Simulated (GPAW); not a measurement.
# Core-hole calculation of the O K edge in CsLiMoO4 (F-43m)

Aim: the near-edge shape at the O K edge of CsLiMoO4 (F-43m), and what the core hole does to it.

Calculated with GPAW 26.7.0; X-ray absorption from dipole matrix elements to empty bands, plane-wave PAW LDA.

### Step 1. The structure

The structure is cubic, space group F-43m (No. 216). The conventional cell has a = 8.392 Å, b = 8.392 Å, c = 8.392 Å, α = 90.00°, β = 90.00°, γ = 90.00°. Nearest to Cs lie 12 O at 3.49 Å. Nearest to Mo lie 4 O at 1.76 Å. O has 1 Mo at 1.76 Å and 1 Li at 1.87 Å and 3 Cs at 3.49 Å nearest. Li has 4 O at 1.87 Å nearest. Farther neighbours and most contacts between anions are not listed.

### Step 2. Ground state of the crystal

A plain self-consistent run shows whether there is a gap, which decides the set-up of the core-hole run.

The input, scf.py:

```python
import numpy as np
from ase import Atoms
from ase.parallel import parprint, paropen
from gpaw import GPAW, PW, FermiDirac, Mixer, MixerDif, setup_paths
from gpaw.test import gen
setup_paths.insert(0, '.')
gen('O', name='nch1s', xcname='LDA', corehole=(1, 0, 0), write_xml=True)
from gpaw.mpi import world
world.barrier()

atoms = Atoms('CsMoO4Li',
    cell=[[0, 4.19603097, 4.19603097],
     [4.19603097, 0, 4.19603097],
     [4.19603097, 4.19603097, 0]],
    scaled_positions=[[0.25, 0.25, 0.25],
     [0.75, 0.75, 0.75],
     [0.62878916, 0.11363252, 0.62878916],
     [0.11363252, 0.62878916, 0.62878916],
     [0.62878916, 0.62878916, 0.62878916],
     [0.62878916, 0.62878916, 0.11363252],
     [0.5, 0.5, 0.5]],
    pbc=True)
atoms.calc = calc = GPAW(legacy_gpaw=True, mode=PW(500, force_complex_dtype=True), xc='LDA', setups={2: 'nch1s'},
    kpts={'size': (5, 5, 5), 'gamma': True}, occupations=FermiDirac(0.05),
    charge=0, mixer=Mixer(0.1, 5, 50), maxiter=150,
    convergence={'density': 0.0001, 'eigenstates': 1e-6}, txt='scf.txt')
energy = atoms.get_potential_energy() + calc.get_reference_energy()
ef = calc.get_fermi_level()
out = dict(energy=energy, fermi=ef, forces=atoms.get_forces().tolist())
parprint(f'all-electron energy {energy:.4f} eV, Fermi level {ef:.4f} eV')
ev = np.array([[calc.get_eigenvalues(k, s) for k in range(len(calc.get_ibz_k_points()))] for s in range(calc.get_number_of_spins())])
out['homo'], out['lumo'], out['counts'] = ev[ev < ef].max(), ev[ev > ef].min(), sorted(set((ev < ef).sum((0, 2)).tolist()))
out['filled'] = (ev[:, 0] < ef).sum(1).tolist()
import json
with paropen('out.json', 'w') as f:
    json.dump(out, f)
```

Run with:

```
> OMP_NUM_THREADS=1 mpirun -n 4 gpaw python scf.py
```

Numbers of over 12 decimals in the logs are rounded to 6 here.

Output:

```text
Input parameters:
  convergence: {density: 0.0001,
                eigenstates: 1e-06}
  kpts: {gamma: True,
         size: (5, 5, 5)}
  maxiter: 150
  mixer: {backend: pulay,
          beta: 0.1,
          method: separate,
          nmaxold: 5,
          weight: 50}
  mode: {ecut: 500.0,
         force_complex_dtype: True,
         name: pw}
  occupations: {fixmagmom: False,
                name: fermi-dirac,
                width: 0.05}
  setups: {2: nch1s}

Initialize ...

[... PAW data sets ...]

Reference energy: -329965.319372  # eV

Spin-paired calculation

[... convergence settings ...]
Symmetries present (total): 6
  [... symmetry matrices ...]

125 k-points: 5 x 5 x 5 Monkhorst-Pack grid
19 k-points in the irreducible part of the Brillouin zone
       k-points in crystal coordinates                weights
   0:     0.00000000    0.00000000    0.00000000          1/125
   1:     0.00000000    0.20000000    0.00000000          2/125
   2:     0.00000000    0.40000000    0.00000000          2/125
   3:     0.20000000   -0.40000000    0.20000000          6/125
   4:     0.20000000    0.20000000    0.00000000          6/125
   5:     0.20000000    0.20000000    0.20000000          6/125
   6:     0.20000000    0.40000000    0.00000000          6/125
   7:     0.20000000    0.40000000    0.20000000          6/125
   8:     0.40000000   -0.20000000    0.00000000          6/125
   9:     0.40000000   -0.20000000    0.20000000         12/125
          ...
  18:     0.40000000    0.40000000    0.40000000          6/125

Wave functions: Plane wave expansion
  Cutoff energy: 500.000 eV
  Number of coefficients (min, max): 3719, 3768
  Pulay-stress correction: 0.000000 eV/Ang^3 (de/decut=0.000000)
  Using FFTW library
  Wavefunction extrapolation:
    Improved wavefunction reuse through dual PAW basis

Occupation numbers: Fermi-Dirac:
  width: 0.0500  # eV

Eigensolver
   Davidson(niter=2)

Densities:
  Coarse grid: 32*32*32 grid
  Fine grid: 64*64*64 grid
  Total Charge: 0.000000

Density mixing:
  Method: separate
  Backend: pulay
  Linear mixing parameter: 0.1
  old densities: 5
  Width of damping distribution: 1.1
  Damping of long wavelength oscillations: 50

[... Hamiltonian set-up ...]
Number of atoms: 7
Number of atomic orbitals: 38
Number of bands in calculation: 33
Number of valence electrons: 48
Bands to converge: occupied

... initialized

Initializing position-dependent things.

Density initialized from atomic densities
Creating initial wave functions:
  33 bands from LCAO basis set

                    Mo

                 O
          O  Li
            O
               O

       Cs

Atomic positions and initial magnetic moments

Positions:
   0 Cs     2.098015    2.098015    2.098015    ( 0.0000,  0.0000,  0.0000)
   1 Mo     6.294046    6.294046    6.294046    ( 0.0000,  0.0000,  0.0000)
   2 O      3.115224    5.276838    3.115224    ( 0.0000,  0.0000,  0.0000)
   3 O      5.276838    3.115224    3.115224    ( 0.0000,  0.0000,  0.0000)
   4 O      5.276838    5.276838    5.276838    ( 0.0000,  0.0000,  0.0000)
   5 O      3.115224    3.115224    5.276838    ( 0.0000,  0.0000,  0.0000)
   6 Li     4.196031    4.196031    4.196031    ( 0.0000,  0.0000,  0.0000)

Unit cell:
           periodic     x           y           z      points  spacing
  1. axis:    yes    0.000000    4.196031    4.196031    32     0.1514
  2. axis:    yes    4.196031    0.000000    4.196031    32     0.1514
  3. axis:    yes    4.196031    4.196031    0.000000    32     0.1514

  Lengths:   5.934084   5.934084   5.934084
  Angles:   60.000000  60.000000  60.000000

Effective grid spacing dv^(1/3) = 0.1652

iter:   1   -64.735308
iter:   2   -57.535225   -0.57  -0.87
iter:   3   -53.499169   -0.18  -1.01
iter:   4   -53.921327   -1.47  -1.37
iter:   5   -53.411549   -1.72  -1.29
iter:   6   -52.951962   -1.42  -1.55
iter:   7   -52.933418   -2.35  -2.03
iter:   8   -52.932667c  -3.06  -2.30
iter:   9   -52.939437c  -3.32  -2.62
iter:  10   -52.931763c  -3.32  -2.40
iter:  11   -52.931599c  -4.60  -3.23
iter:  12   -52.931607c  -5.91  -3.41
iter:  13   -52.931612c  -6.02c -3.49
iter:  14   -52.931594c  -5.90  -3.86
iter:  15   -52.931594c  -7.09c -4.27c

Converged after 15 iterations.

Dipole moment: (-4.184732, -4.184725, -4.184732) |e|*Ang

Energy contributions relative to reference atoms: (reference = -329965.319372)

Kinetic:        +15.856143
Potential:      -26.419797
External:        +0.000000
XC:             -41.645092
Entropy (-ST):   -0.000000
Local:           -0.722849
SIC:             +0.000000
--------------------------
Free energy:    -52.931594
Extrapolated:   -52.931594

Showing only first 2 kpts
 Kpt  Band  Eigenvalues  Occupancy
  0    22      0.28965    2.00000
  0    23      0.28966    2.00000
  0    24      4.75486    0.00000
  0    25      4.87249    0.00000

  1    22      0.16964    2.00000
  1    23      0.29144    2.00000
  1    24      4.93145    0.00000
  1    25      4.93145    0.00000

Fermi level: 1.55216

Gap: 4.397 eV
Transition (v -> c):
  (s=0, k=18, n=23, [0.40, 0.40, 0.40]) -> (s=0, k=16, n=24, [0.40, 0.40, 0.00])
Direct/indirect transitions are different
Direct gap: 4.465 eV
Transition at: (s=0, k=0, n=23, [0.00, 0.00, 0.00])

Forces in eV/Ang:
  0 Cs   -0.00001    0.00001   -0.00001
  1 Mo   -0.00001    0.00001   -0.00001
  2 O    -0.55896    0.55896   -0.55896
  3 O     0.55901   -0.55901   -0.55909
  4 O     0.55901    0.55909    0.55901
  5 O    -0.55909   -0.55901    0.55901
  6 Li    0.00000   -0.00000    0.00000
Scalar-relativistic atomic LDA calculation for O (Oxygen, Z=8)
Core hole in 1s state (1s occupation: 2.0)
300 radial gridpoints.
|------------------------------------------------|
|------------------------------------------------|
[... the atom generator's iteration count ...]

Energy contributions:
-------------------------
Kinetic:      +74.266897
XC:            -7.772280
Potential:   -141.018865
-------------------------
Total:        -74.524248

state      eigenvalue         ekin         rmax
-----------------------------------------------
1s^2.0 :   -18.772897    28.821965        0.130
2s^2.0 :    -0.872866     3.204810        0.874
2p^4.0 :    -0.337925     2.553337        0.813
-----------------------------------------------
(units: Bohr and Hartree)

Generating PAW setup
Kinetic energy of the core from tauc = 57.689706
Cutoffs:
rc(s)=1.300
rc(p)=1.130
rc(d)=1.170
rc(vbar)=1.300
rc(comp)=1.260
rc(nct)=1.300

Kinetic energy of the core states: 57.643930
Charge: 0.0
Core electrons: 2.0
Valence electrons: 6.0
Pseudo-core charge: 0.000776
Shape function alpha=6.299
Pseudo-electron charge 5.666261
state    eigenvalue         norm
--------------------------------
2s(2) :    -0.872866     1.079797
*s    :     0.127134
2p(4) :    -0.337925     0.876472
*p    :     0.662075
*d    :     0.000000
--------------------------------

Diagonalizing with gridspacing h=0.050

state   all-electron     PAW
-------------------------------
2s:      -0.872866    -0.873954
2p:      -0.337925    -0.341740
*d:                    0.050276
*f:                    0.077289
-------------------------------
all-electron energy -330018.2510 eV, Fermi level 1.5522 eV
```

Elapsed: 14 s, on 4 MPI ranks of Intel Xeon Platinum 8488C (Sapphire Rapids), shared host; peak memory 0.24 GiB.

The mesh shows a gap of 4.40 eV, so the hole is first treated in a charged cell, without the excited electron.

### Step 3. Spectrum without a core hole, O atom 3

This cheap baseline ignores the attraction of the hole: it shows the absorber's empty states as they are in the ground state. The data set with a hole of occupation 0 only carries the core orbital.

The absorber has 1 Mo at 1.76 Å and 1 Li at 1.87 Å (linear, site symmetry 3m).

The input, xas.py:

```python
import numpy as np
from ase import Atoms
from ase.parallel import parprint, paropen
from gpaw import GPAW, PW, FermiDirac, Mixer, MixerDif, setup_paths
from gpaw.test import gen
setup_paths.insert(0, '.')
gen('O', name='nch1s', xcname='LDA', corehole=(1, 0, 0), write_xml=True)
from gpaw.mpi import world
world.barrier()

atoms = Atoms('CsMoO4Li',
    cell=[[0, 4.19603097, 4.19603097],
     [4.19603097, 0, 4.19603097],
     [4.19603097, 4.19603097, 0]],
    scaled_positions=[[0.25, 0.25, 0.25],
     [0.75, 0.75, 0.75],
     [0.62878916, 0.11363252, 0.62878916],
     [0.11363252, 0.62878916, 0.62878916],
     [0.62878916, 0.62878916, 0.62878916],
     [0.62878916, 0.62878916, 0.11363252],
     [0.5, 0.5, 0.5]],
    pbc=True)
atoms.calc = calc = GPAW(legacy_gpaw=True, mode=PW(500, force_complex_dtype=True), xc='LDA', setups={2: 'nch1s'},
    kpts={'size': (5, 5, 5), 'gamma': True}, occupations=FermiDirac(0.02),
    charge=0, mixer=Mixer(0.1, 5, 50), maxiter=150,
    convergence={'density': 0.0001, 'eigenstates': 1e-6}, txt='scf.txt')
energy = atoms.get_potential_energy() + calc.get_reference_energy()
ef = calc.get_fermi_level()
out = dict(energy=energy, fermi=ef, forces=atoms.get_forces().tolist())
parprint(f'all-electron energy {energy:.4f} eV, Fermi level {ef:.4f} eV')
ev = np.array([[calc.get_eigenvalues(k, s) for k in range(len(calc.get_ibz_k_points()))] for s in range(calc.get_number_of_spins())])
out['homo'], out['lumo'], out['counts'] = ev[ev < ef].max(), ev[ev > ef].min(), sorted(set((ev < ef).sum((0, 2)).tolist()))
out['filled'] = (ev[:, 0] < ef).sum(1).tolist()

from ase.units import Ha
from gpaw.xas import dipole_matrix_elements
nb = int(calc.get_number_of_electrons() / 2) + 96
top, nb = nb, nb + 8 + nb // 12
nscf = calc.fixed_density(kpts={'size': (5, 5, 5), 'gamma': True}, nbands=nb,
    convergence={'bands': top, 'eigenstates': 5e-3}, maxiter=60, txt='nscf.txt')
cell = atoms.cell.array
ops = [cell.T @ U.T @ np.linalg.inv(cell.T) for U in nscf.wfs.kd.symmetry.op_scc]
filled = [24]  # bands filled in the ground state, by spin
E = np.arange(-25, 34, 0.1)
fwhm = np.interp(E, [4, 25], [0.9, 3.5])
Y, X, zero, highest = 0, 0, 1e9, 1e9
for spin in range(nscf.get_number_of_spins()):
    wfs = nscf.wfs
    mine = wfs.bd.get_slice()  # this rank's bands
    A = dipole_matrix_elements(wfs.setups[2])
    eps = np.zeros((wfs.kd.nibzkpts, nb))
    d = np.zeros((3, A.shape[1], wfs.kd.nibzkpts, nb), complex)
    for kpt in wfs.kpt_u:
        if kpt.s == spin and 2 in kpt.P_ani:
            eps[kpt.k, mine] = kpt.eps_n * Ha
            d[:, :, kpt.k, mine] = (kpt.weight * wfs.nspins / 2) ** 0.5 * np.inner(A, kpt.P_ani[2])
    world.sum(eps)
    world.sum(d)
    T = np.einsum('amkn,bmkn->abkn', d, d.conj()).real
    T = sum(np.einsum('ai,ijkn,bj->abkn', R, T, R) for R in ops) / len(ops)
    empty = np.ones_like(eps, bool) & (np.arange(nb) >= filled[spin])
    zero, highest = min(zero, eps[empty].min()), min(highest, eps[:, top - 1].min())
    lines = [(eps, T, empty)] if spin == 0 else lines + [(eps, T, empty)]
for eps, T, empty in lines:
    f = np.einsum('aakn->akn', T).reshape(3, -1)
    x = eps.ravel() - zero
    w = np.interp(x, E, fwhm) / 2.35482
    g = np.exp(-0.5 * ((E[:, None] - x) / w) ** 2) / (w * (2 * np.pi) ** 0.5)
    Y = Y + (f * empty.ravel()) @ g.T
    X = X + (f * ~empty.ravel()) @ g.T
out.update(E=E.round(2).tolist(), xas=Y.tolist(), xes=X.tolist(), zero=zero, valid=highest - zero, nk=len(eps), nb=nb)
for i in range(0, len(E), 10):
    parprint(f'{E[i]:7.2f}', *(f'{v:10.3e}' for v in Y[:, i]))
import json
with paropen('out.json', 'w') as f:
    json.dump(out, f)
```

Run with:

```
> OMP_NUM_THREADS=1 mpirun -n 4 gpaw python xas.py
```

Output:

```text
Input parameters:
  convergence: {density: 0.0001,
                eigenstates: 1e-06}
  kpts: {gamma: True,
         size: (5, 5, 5)}
  maxiter: 150
  mixer: {backend: pulay,
          beta: 0.1,
          method: separate,
          nmaxold: 5,
          weight: 50}
  mode: {ecut: 500.0,
         force_complex_dtype: True,
         name: pw}
  occupations: {fixmagmom: False,
                name: fermi-dirac,
[...]
*p    :     0.662075
*d    :     0.000000
--------------------------------

Diagonalizing with gridspacing h=0.050

state   all-electron     PAW
-------------------------------
2s:      -0.872866    -0.873954
2p:      -0.337925    -0.341740
*d:                    0.050276
*f:                    0.077289
-------------------------------
all-electron energy -330018.2510 eV, Fermi level 0.9522 eV
[...]
32.00  5.803e-05  5.803e-05  5.803e-05
  33.00  5.730e-05  5.730e-05  5.730e-05
[key lines of the parts left out:]
Converged after 15 iterations.
Dipole moment: (-4.184732, -4.184725, -4.184732) |e|*Ang
Free energy:    -52.931594
Fermi level: 0.95216
```

Elapsed: 38 s, on 4 MPI ranks; peak memory 0.36 GiB.

The O K spectrum, O atom 3, no core hole (energy from the lowest empty level; intensity scaled to a mean of 1 over the first 20 eV):

```csv
E (eV),intensity
-2.0,0.00
-1.5,0.00
-1.0,0.01
-0.5,0.36
0.0,1.98
0.5,2.53
1.0,1.24
1.5,1.78
2.0,3.56
2.5,2.60
3.0,0.85
3.5,0.81
4.0,1.08
4.5,0.98
5.0,0.61
5.5,0.56
6.0,0.65
6.5,0.76
7.0,0.75
7.5,0.69
8.0,0.69
8.5,0.75
9.0,0.87
9.5,0.98
10.0,1.07
10.5,1.11
11.0,1.06
11.5,0.94
12.0,0.83
12.5,0.79
13.0,0.80
13.5,0.81
14.0,0.80
14.5,0.75
15.0,0.70
15.5,0.66
16.0,0.66
16.5,0.68
17.0,0.72
17.5,0.73
18.0,0.73
18.5,0.70
19.0,0.67
19.5,0.65
20.0,0.64
20.5,0.64
21.0,0.65
21.5,0.66
22.0,0.66
22.5,0.67
23.0,0.67
23.5,0.67
24.0,0.67
24.5,0.67
25.0,0.67
25.5,0.67
26.0,0.68
26.5,0.70
27.0,0.72
27.5,0.75
28.0,0.77
28.5,0.79
29.0,0.79
29.5,0.78
30.0,0.76
30.5,0.72
31.0,0.69
31.5,0.66
32.0,0.64
```

Main maxima below 24 eV (height): 0.3 eV (2.71), 2.1 eV (3.70), 4.2 eV (1.11), 6.7 eV (0.77), 10.5 eV (1.11) and 17.6 eV (0.73). A K edge sees empty p states; the first features are O p mixed into the empty d states of the Mo neighbours, and the broad ones above probably into the cations' higher empty bands.

The same matrix elements for filled bands give the O K emission of O atom 3 (ground-state approximation; energy from the lowest empty level, largest value 1):

```csv
E (eV),emission
-24.00,0.00
-23.25,0.00
-22.50,0.00
-21.75,0.00
-21.00,0.00
-20.25,0.00
-19.50,0.01
-18.75,0.00
-18.00,0.00
-17.25,0.00
-16.50,0.00
-15.75,0.00
-15.00,0.00
-14.25,0.00
-13.50,0.00
-12.75,0.00
-12.00,0.00
-11.25,0.00
-10.50,0.01
-9.75,0.00
-9.00,0.00
-8.25,0.22
-7.50,0.66
-6.75,0.26
-6.00,0.35
-5.25,0.88
-4.50,0.77
-3.75,0.07
-3.00,0.00
-2.25,0.00
-1.50,0.00
-0.75,0.00
0.00,0.00
0.75,0.00
1.50,0.00
2.25,0.00
3.00,0.00
```

Emission maxima: -7.6 eV (0.68) and -5.0 eV (1.00).

### Step 4. Cell without a hole, the energy reference

The photon energy needs a difference of total energies, so the cell and mesh of the coming hole run are first run without a hole.

scf.py, as its differences from that of step 2:

```diff
@@ -23,3 +23,3 @@
 atoms.calc = calc = GPAW(legacy_gpaw=True, mode=PW(500, force_complex_dtype=True), xc='LDA', setups={2: 'nch1s'},
-    kpts={'size': (5, 5, 5), 'gamma': True}, occupations=FermiDirac(0.05),
+    kpts={'size': (4, 4, 4), 'gamma': True}, occupations=FermiDirac(0.02),
     charge=0, mixer=Mixer(0.1, 5, 50), maxiter=150,
```

Run with:

```
> OMP_NUM_THREADS=1 mpirun -n 4 gpaw python scf.py
```

Output:

```text
Input parameters:
  convergence: {density: 0.0001,
                eigenstates: 1e-06}
  kpts: {gamma: True,
         size: (4, 4, 4)}
  maxiter: 150
  mixer: {backend: pulay,
          beta: 0.1,
          method: separate,
          nmaxold: 5,
          weight: 50}
  mode: {ecut: 500.0,
         force_complex_dtype: True,
         name: pw}
  occupations: {fixmagmom: False,
                name: fermi-dirac,
[...]
2s(2) :    -0.872866     1.079797
*s    :     0.127134
2p(4) :    -0.337925     0.876472
*p    :     0.662075
*d    :     0.000000
--------------------------------

Diagonalizing with gridspacing h=0.050

state   all-electron     PAW
-------------------------------
2s:      -0.872866    -0.873954
2p:      -0.337925    -0.341740
*d:                    0.050276
*f:                    0.077289
-------------------------------
all-electron energy -330018.2475 eV, Fermi level 0.9532 eV
[key lines of the parts left out:]
Converged after 15 iterations.
Dipole moment: (-4.184735, -4.184726, -4.184735) |e|*Ang
Free energy:    -52.928118
Fermi level: 0.95319
```

Elapsed: 12 s, on 4 MPI ranks; peak memory 0.24 GiB; 48 s of CPU time.

Reference energy: -330018.247 eV with the cores included.

[end of part 1 of 2]

[Banner, clock and machine lines of the logs are left out without a mark of their own.]

[Logs are printed without paths, hosts, clocks, repeated set-up lines and the standing remarks that a program may print on its own settings, such as how far it seeks lower states.]

[Hosts, paths, dates, database ids (printed as entryN), source tags and the programs' standing remarks are cut or masked in the printed files.]

[Lists of maxima count a maximum above −3 eV only where it reaches 4 % of the highest in the window and stands out from its surroundings by 2 % of it (1.5 % where it reaches 55 %); shoulders and weaker maxima are passed over, and of the rest the first, up to two pre-edge ones and the few strongest are named.]
